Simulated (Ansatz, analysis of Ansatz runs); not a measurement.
**Reproducing a measured migration barrier: interstitial H in fcc Al, hop from a tetrahedral to the next octahedral site**

Aim: the migration barrier of interstitial H in fcc Al, hop from a tetrahedral to the next octahedral site, to be set beside the measurement. Set-up: LDA, 32-site cell, LDA lattice, 420 eV, k: 3x3x3 Gamma-centred. The model is a cell of 32 host atoms with 1 H put in. The barrier is the energy of the highest image of a climbing band over the relaxed site that the atom leaves. A local or semilocal functional is the cheapest first rung.

**The experiment.** Migration barrier: 0.452 eV, by diffusion measurements (T > 250 K); average of cited values (quoted in “Explainable Machine Learning for Hydrogen Diffusion in Metals and Random Binary Alloys”, 2023, G. M. Lu et al., quoting earlier work (1981)). The runs below try to reproduce this.

Method: plane-wave PAW DFT, LDA; relaxation of all atoms of a defect supercell, in Ansatz 0.2.0.

**1. Set-up**

The cell holds 33 atoms: 32 Al and 1 H. Its edges and angles: a = 7.968 Å, b = 7.968 Å, c = 7.968 Å, α = 90.0°, β = 90.0°, γ = 90.0°. It derives from Al (space group Fm-3m). Nearest the centre at fractional (0.375, 0.375, 0.375): H33 at 0.00 Å, Al8 at 1.73 Å, Al29 at 1.73 Å, Al11 at 1.73 Å, Al18 at 1.73 Å, Al13 at 3.30 Å, Al4 at 3.30 Å, Al15 at 3.30 Å.

The host's primitive cell comes from a first run (plane-wave PAW DFT, LDA; relaxation of the host's cell and atoms): vectors of 2.817, 2.817 and 2.817 Å. That is 15.81 Å³ an atom, 4.8 % under the diffraction cell's volume. The supercell is built on it.

**2. Relaxation, charge 0**

A barrier counts from a true minimum, so both ends of the jump are relaxed first.

Contents of start/input.yaml:

```yaml
relax:
  f_tol: 0.02
  max_steps: 80
  escape_saddle: false
crystal:
  lattice:
    - [7.96777746, 0.0, 0.0]
    - [0.0, 7.96777746, 0.0]
    - [0.0, 0.0, 7.96777746]
  atoms:
    - { symbol: Al, position: [0.0, 0.0, 0.0] }
    - { symbol: Al, position: [0.0, 0.25, 0.25] }
    - { symbol: Al, position: [0.25, 0.0, 0.25] }
    - { symbol: Al, position: [0.25, 0.25, 0.0] }
    - { symbol: Al, position: [0.0, 0.0, 0.5] }
    - { symbol: Al, position: [0.0, 0.25, 0.75] }
    - { symbol: Al, position: [0.25, 0.0, 0.75] }
    - { symbol: Al, position: [0.25, 0.25, 0.5] }
    - { symbol: Al, position: [0.0, 0.5, 0.0] }
    - { symbol: Al, position: [0.0, 0.75, 0.25] }
    - { symbol: Al, position: [0.25, 0.5, 0.25] }
    - { symbol: Al, position: [0.25, 0.75, 0.0] }
    - { symbol: Al, position: [0.0, 0.5, 0.5] }
    - { symbol: Al, position: [0.0, 0.75, 0.75] }
    - { symbol: Al, position: [0.25, 0.5, 0.75] }
    - { symbol: Al, position: [0.25, 0.75, 0.5] }
    - { symbol: Al, position: [0.5, 0.0, 0.0] }
    - { symbol: Al, position: [0.5, 0.25, 0.25] }
    - { symbol: Al, position: [0.75, 0.0, 0.25] }
    - { symbol: Al, position: [0.75, 0.25, 0.0] }
    - { symbol: Al, position: [0.5, 0.0, 0.5] }
    - { symbol: Al, position: [0.5, 0.25, 0.75] }
    - { symbol: Al, position: [0.75, 0.0, 0.75] }
    - { symbol: Al, position: [0.75, 0.25, 0.5] }
    - { symbol: Al, position: [0.5, 0.5, 0.0] }
    - { symbol: Al, position: [0.5, 0.75, 0.25] }
    - { symbol: Al, position: [0.75, 0.5, 0.25] }
    - { symbol: Al, position: [0.75, 0.75, 0.0] }
    - { symbol: Al, position: [0.5, 0.5, 0.5] }
    - { symbol: Al, position: [0.5, 0.75, 0.75] }
    - { symbol: Al, position: [0.75, 0.5, 0.75] }
    - { symbol: Al, position: [0.75, 0.75, 0.5] }
    - { symbol: H, position: [0.375, 0.375, 0.375] }
basis:
  ecutwfc: 420
  xc_grid: 2
hamiltonian:
  xc: lda
kpoints:
  mp_grid: { grid: [3, 3, 3] }
scf:
  occupations: { method: methfessel_paxton, width: 0.1 }
  max_iter: 120
output:
  forces: true
checkpoint:
  write: "../start.run"
  compress: false
  write_wavefunctions: true
  write_every: 100000
```

Launch:

```sh
> ansatz run input.yaml --threads 4 --pin off --max-ram 14131MiB --backend cpu --events-out ev --progress --plain --runs-dir out
```

Numbers of over 12 decimals in the logs are rounded to 6 here.

Output:

```text
[... repeated set-up lines and file paths are left out, and long positions are rounded to six places ...]
Engine: ansatz 0.2.0, aarch64-unknown-linux-gnu
Pseudopotentials: kind: paw
Pseudopotential: Al, paw, valence charge 3, recommended cutoff 420 eV (normal), Al.paw.azcp
Pseudopotential: H, paw, valence charge 1, recommended cutoff 420 eV (normal), H.paw.azcp
Functional definition: SPW92
  exchange = slater_x
  correlation = pw_c
Crystal: 33 atoms, lattice volume = 505.838 Å³
Basis set: ecut = 420 eV, 9843 PW (Γ), exchange–correlation on 108×108×108 points (8 copies of the dense FFT grid, shifted against one another)
Bands: 82, of which v1, the nominal top of the filled ones, is band 49 counted from 1 (48 counted from 0)
Symmetry: 24 space group operations
Space group: P-43m (ITA 215), of the structure as read, at distance tolerance 8.0e-5 Å
k-points: 4 of 27 (time reversal used)
Non-local potential: Al, projectors of the file, l = 0: 2, l = 1: 2, l = 2: 1
Non-local potential: H, projectors of the file, l = 0: 2, l = 1: 1
PAW form: soft (Blöchl's): semilocal exchange-correlation on the pseudo side does not see the compensation charge
PAW frozen core: Al, regenerated for the run's functional, and the local potential with it (the file was generated under x = pbe(κ = 0.804, μ = 0.219515), c = pbe(β = 0.066725))
PAW one-centre angular grid: Al, 110 points (default); XC on 64 Gauss nodes
PAW one-centre angular grid: H, 110 points (default); XC on 64 Gauss nodes
Initial density: superposition of atomic densities (neutral atoms: chi_scale 0, normalization atom), corrected by the library's trained network
Initial wavefunctions: pseudopotential atomic-orbital guess
Functional: x = slater, c = lda
SCF iter   1: F=—  HF=-16427.589914 eV  |F-HF|=—  |Δ(HF+E_count)|=         —  Δρ=3.98e-3  dr2=7.59e-2  ethr=1.77e-3  ⟨swp⟩=7.2  Hψ=1664  notcnv=0  defer=1
preconditioner: auto → Resta (q_TF=auto, 2.072 Å⁻¹)  ε∞=6.2  [insulator: Δε(μ)=0.107 eV  Ē_g=7.100 eV  σ=0.100 eV  W_gap=0.76  n_scr=80 (ndim 8)  ℏωp=16.3 eV  f_vac=0.000  D(μ)=10.57/eV (n_scr^D=80)  ε∞_Penn≈6.2]
SCF iter   2: F=—  HF=-16427.571271 eV  |F-HF|=—  |Δ(HF+E_count)|=   1.86e-2  S|Δr|=    0.00e0  Δρ=2.33e-3  dr2=2.69e-2  ethr=7.82e-5  ⟨swp⟩=1.0  Hψ=380  notcnv=0  defer=5
SCF iter   3: F=—  HF=-16427.560249 eV  |F-HF|=—  |Δ(HF+E_count)|=   1.10e-2  S|Δr|=    0.00e0  Δρ=1.83e-4  dr2=2.81e-4  ethr=2.77e-5  ⟨swp⟩=2.0  Hψ=420  notcnv=0  defer=5
SCF iter   4: F=—  HF=-16427.560208 eV  |F-HF|=—  |Δ(HF+E_count)|=   4.14e-5  S|Δr|=    0.00e0  Δρ=4.91e-5  dr2=9.92e-5  ethr=2.89e-7  ⟨swp⟩=2.0  Hψ=352  notcnv=0  defer=5
SCF iter   5: F=-16427.560193 eV  HF=-16427.560194 eV  |F-HF|=8.53e-7  |Δ(HF+E_count)|=   1.39e-5  S|Δr|=    0.00e0  Δρ=1.54e-5  dr2=1.32e-6  ethr=1.03e-8  ⟨swp⟩=2.8  Hψ=916  notcnv=0
SCF 1 converged in 5 iterations: F = -16427.560193 eV  dr2 = 1.32e-6
  greatest PAW one-centre occupation: 0.464 electrons in one spin orbital (limit 2), on the Al atom at site 16 (counted from 0), in its partial waves of l = 0
relax step   1: F+E_penalty+E_count = -16427.56019286 eV  Δ(F+E_penalty+E_count) = +0.000e0 eV  max|allowed force component| = 7.872e-1 eV/Å  Δτ_max = 0.0000 Å  (5 SCF iters, dr2 threshold 1.00e-5 eV, accepted)
[... the SCF cycles and remarks between the steps are left out from here to the last step ...]
relax step   2: F+E_penalty+E_count = -16427.85598726 eV  Δ(F+E_penalty+E_count) = -2.958e-1 eV  max|allowed force component| = 2.011e-1 eV/Å  Δτ_max = 0.0875 Å  (5 SCF iters, dr2 threshold 3.87e-5 eV, accepted)
relax step   3: F+E_penalty+E_count = -16427.88496595 eV  Δ(F+E_penalty+E_count) = -2.898e-2 eV  max|allowed force component| = 6.725e-3 eV/Å  Δτ_max = 0.0389 Å  (5 SCF iters, dr2 threshold 2.53e-6 eV, accepted)
iter 1 solved again at ethr=3.01e-10 eV; its pass at ethr=3.10e-3 eV (dr2=2.92e-7 eV) is discarded
SCF iter   1: F=—  HF=-16427.884966 eV  |F-HF|=—  |Δ(HF+E_count)|=         —  Δρ=7.54e-6  dr2=2.92e-7  ethr=3.01e-10  ⟨swp⟩=1.0  Hψ=924  notcnv=0  defer=27
SCF iter   2: F=-16427.884966 eV  HF=-16427.884966 eV  |F-HF|=1.60e-8  |Δ(HF+E_count)|=   3.51e-8  S|Δr|=    0.00e0  Δρ=4.42e-6  dr2=8.07e-8  ethr=1.03e-10  ⟨swp⟩=3.0  Hψ=808  notcnv=0
SCF 4 converged in 2 iterations: F = -16427.884966 eV  dr2 = 8.07e-8
relax step   4: F+E_penalty+E_count = -16427.88496601 eV  Δ(F+E_penalty+E_count) = -5.635e-8 eV  max|allowed force component| = 6.691e-3 eV/Å  Δτ_max = 0.0000 Å  (2 SCF iters, accepted)
NSCF: frozen V_eff on 4 k-points
the band table was solved once a step of the walk had ended and its energy, with any forces and stress, was formed, with the checks that follow a solve (1916 applications of the Hamiltonian). They found nothing against the state; [...]
SCF converged after 2 iterations
Stability not checked: this state was not tested for a lower state beside it, because cold or Methfessel-Paxton smearing, or corrected tetrahedra, fill the levels in a way that the test cannot read (fill_not_monotonic; see scf.lower_state_search)
Free energy (F): -16427.884966 eV
Harris-Foulkes:  -16427.884966 eV  (|F-HF|=1.60e-8)
Internal energy: -16427.898781 eV  (E = F + TS)
E sigma→0 (E₀):  -16427.888420 eV
Entropy (-TS):   0.013815 eV (0.419 meV/atom)
Fermi energy:    8.029545 eV
--- Per-component energies (eV) ---
  E_band       = 352.489360
  E_kinetic    = 768.084777
  E_local      = 305.938372  (includes V_loc(G=0)·N_el)
  E_nonlocal   = 357.404360
  E_hartree    = 7.261941
  E_xc         = -1278.780366
  E_vxc        = -963.005686  (∫ρ·V_xc dr)
  E_paw        = -14187.167281  (= ΣΔE_a)
  E_vpaw       = -130.454794  (= ΣTr[D̂ρ^β])
  E_aug_tail   = -0.001293  (compensation charges beyond the density's cutoff)
  E_ewald      = -2402.422221
  E_core_change = 1.782929  (= ΣΔE_core)
  E_smearing   = 0.013815  (= −TS)
  E_closure    = 0.000000  (closes the sum)
  Σ components = -16427.884966   (vs F -16427.884966, Δ=0.00e0)
--- Forces (eV/Å), atoms counted from 1 ---
  atom   1  Al    -0.00046778    -0.00046778    -0.00046778
  atom   2  Al    -0.00033815    -0.00301950    -0.00301950
  atom   3  Al    -0.00301950    -0.00033815    -0.00301950
  atom   4  Al    -0.00301950    -0.00301950    -0.00033815
  atom   5  Al     0.00210543     0.00210543     0.00669137
  atom   6  Al     0.00210543    -0.00669137    -0.00210543
  atom   7  Al    -0.00669137     0.00210543    -0.00210543
  atom   8  Al    -0.00074119    -0.00074119     0.00074119
  atom   9  Al     0.00210543     0.00669137     0.00210543
  atom  10  Al     0.00210543    -0.00210543    -0.00669137
  atom  11  Al    -0.00074119     0.00074119    -0.00074119
  atom  12  Al    -0.00669137    -0.00210543     0.00210543
  atom  13  Al    -0.00033815     0.00301950     0.00301950
  atom  14  Al    -0.00046778     0.00046778     0.00046778
  atom  15  Al    -0.00301950     0.00301950     0.00033815
  atom  16  Al    -0.00301950     0.00033815     0.00301950
  atom  17  Al     0.00669137     0.00210543     0.00210543
  atom  18  Al     0.00074119    -0.00074119    -0.00074119
  atom  19  Al    -0.00210543     0.00210543    -0.00669137
  atom  20  Al    -0.00210543    -0.00669137     0.00210543
  atom  21  Al     0.00301950    -0.00033815     0.00301950
  atom  22  Al     0.00301950    -0.00301950     0.00033815
  atom  23  Al     0.00046778    -0.00046778     0.00046778
  atom  24  Al     0.00033815    -0.00301950     0.00301950
  atom  25  Al     0.00301950     0.00301950    -0.00033815
  atom  26  Al     0.00301950     0.00033815    -0.00301950
  atom  27  Al     0.00033815     0.00301950    -0.00301950
  atom  28  Al     0.00046778     0.00046778    -0.00046778
  atom  29  Al     0.00074119     0.00074119     0.00074119
  atom  30  Al     0.00669137    -0.00210543    -0.00210543
  atom  31  Al    -0.00210543     0.00669137    -0.00210543
  atom  32  Al    -0.00210543    -0.00210543     0.00669137
  atom  33  H      0.00000000    -0.00000000    -0.00000000
  max |Σ_I F_I| component: 9.09e-17 eV/Å
--- Band table (eV) ---
  k-point 0: bands = ["-3.3173", "-1.5866", "-0.9043", "-0.9043", [... 74 left out ...] "11.1032", "11.1032", "11.1226", "12.9793"]
  k-point 1: bands = ["-3.0741", "-2.2988", "-1.2040", "-0.6514", [... 74 left out ...] "12.6093", "12.6550", "12.6550", "12.7282"]
  [... further k-points left out ...]
--- Relaxed structure (4 steps of the walk, 4 accepted, 0 SCFs on fresh bases) ---
  F+E_penalty+E_count = -16427.88496601 eV   max|allowed force component| = 6.691e-3 eV/Å
  atoms:
    - { symbol: Al, position: [0.000387, 0.000387, 0.000387] }
    - { symbol: Al, position: [0.000931, 0.250466, 0.250466] }
    - { symbol: Al, position: [0.250466, 0.000931, 0.250466] }
    - { symbol: Al, position: [0.250466, 0.250466, 0.000931] }
    - { symbol: Al, position: [-0.002158, -0.002158, 0.500434] }
    - { symbol: Al, position: [-0.002158, 0.249566, 0.752158] }
    - { symbol: Al, position: [0.249566, -0.002158, 0.752158] }
    - { symbol: Al, position: [0.240842, 0.240842, 0.509158] }
    - { symbol: Al, position: [-0.002158, 0.500434, -0.002158] }
    - { symbol: Al, position: [-0.002158, 0.752158, 0.249566] }
    - { symbol: Al, position: [0.240842, 0.509158, 0.240842] }
    - { symbol: Al, position: [0.249566, 0.752158, -0.002158] }
    - { symbol: Al, position: [0.000931, 0.499534, 0.499534] }
    - { symbol: Al, position: [0.000387, 0.749613, 0.749613] }
    - { symbol: Al, position: [0.250466, 0.499534, 0.749069] }
    - { symbol: Al, position: [0.250466, 0.749069, 0.499534] }
    - { symbol: Al, position: [0.500434, -0.002158, -0.002158] }
    - { symbol: Al, position: [0.509158, 0.240842, 0.240842] }
    - { symbol: Al, position: [0.752158, -0.002158, 0.249566] }
    - { symbol: Al, position: [0.752158, 0.249566, -0.002158] }
    - { symbol: Al, position: [0.499534, 0.000931, 0.499534] }
    - { symbol: Al, position: [0.499534, 0.250466, 0.749069] }
    - { symbol: Al, position: [0.749613, 0.000387, 0.749613] }
    - { symbol: Al, position: [0.749069, 0.250466, 0.499534] }
    - { symbol: Al, position: [0.499534, 0.499534, 0.000931] }
    - { symbol: Al, position: [0.499534, 0.749069, 0.250466] }
    - { symbol: Al, position: [0.749069, 0.499534, 0.250466] }
    - { symbol: Al, position: [0.749613, 0.749613, 0.000387] }
    - { symbol: Al, position: [0.509158, 0.509158, 0.509158] }
    - { symbol: Al, position: [0.500434, 0.752158, 0.752158] }
    - { symbol: Al, position: [0.752158, 0.500434, 0.752158] }
    - { symbol: Al, position: [0.752158, 0.752158, 0.500434] }
    - { symbol: H, position: [0.375000, 0.375000, 0.375000] }
```

Elapsed: 11 s, on 4 threads of Arm Neoverse V2, shared host; peak memory 1 GiB.

Step by step:

```
step  energy less that of the first step (eV)  largest force component (eV/Å)
   1                                   0.0000                          0.7872
   2                                  -0.2958                          0.2011
   3                                  -0.3248                          0.0067
   4                                  -0.3248                          0.0067
```

The run keeps the 24 symmetry operations that it works with, so distortions that break them were not tested.

The atoms that moved most (Å):

```
atom      dx      dy      dz  length
 Al8  -0.073  -0.073   0.073   0.126
Al11  -0.073   0.073  -0.073   0.126
Al18   0.073  -0.073  -0.073   0.126
Al29   0.073   0.073   0.073   0.126
 Al9  -0.017   0.003  -0.017   0.025
Al17   0.003  -0.017  -0.017   0.025
 Al5  -0.017  -0.017   0.003   0.025
 Al7  -0.003  -0.017   0.017   0.025
```

Neighbours of H33 at the end:

```
atom  distance (Å)
Al29         1.851
Al18         1.851
 Al8         1.851
Al11         1.851
Al13         3.294
 Al4         3.294
 Al3         3.294
Al21         3.294
Al25         3.294
 Al2         3.294
Al27         3.294
Al26         3.294
Al24         3.294
Al16         3.294
Al22         3.294
Al15         3.294
```

This step gave:

* free energy: -16427.8850 eV
* smearing term TS: -0.01381 eV

The other runs of this kind differ in structure, charge or spin alone:

```
                 run    outcome  energy less the first (eV)  moment (μB)   time
relaxation, charge 0  converged                      0.0000         0.00   11 s
relaxation, charge 0  converged                      0.0528         0.00  7.5 s
```

The relaxation ends 9.8 meV an atom lower, with a largest force component of 0.0067 eV/Å.

[end of part 1 of 2]

[Logs are printed without paths, hosts, clocks, repeated set-up lines and the standing remarks that a program may print on its own settings, such as how far it seeks lower states.]

[Hosts, paths, dates, database ids (printed as entryN), source tags and the programs' standing remarks are cut or masked in the printed files.]

[For some hosts the program warned that the k-mesh of the response run may be too coarse for force constants and the static dielectric constant; such warnings are not shown here.]
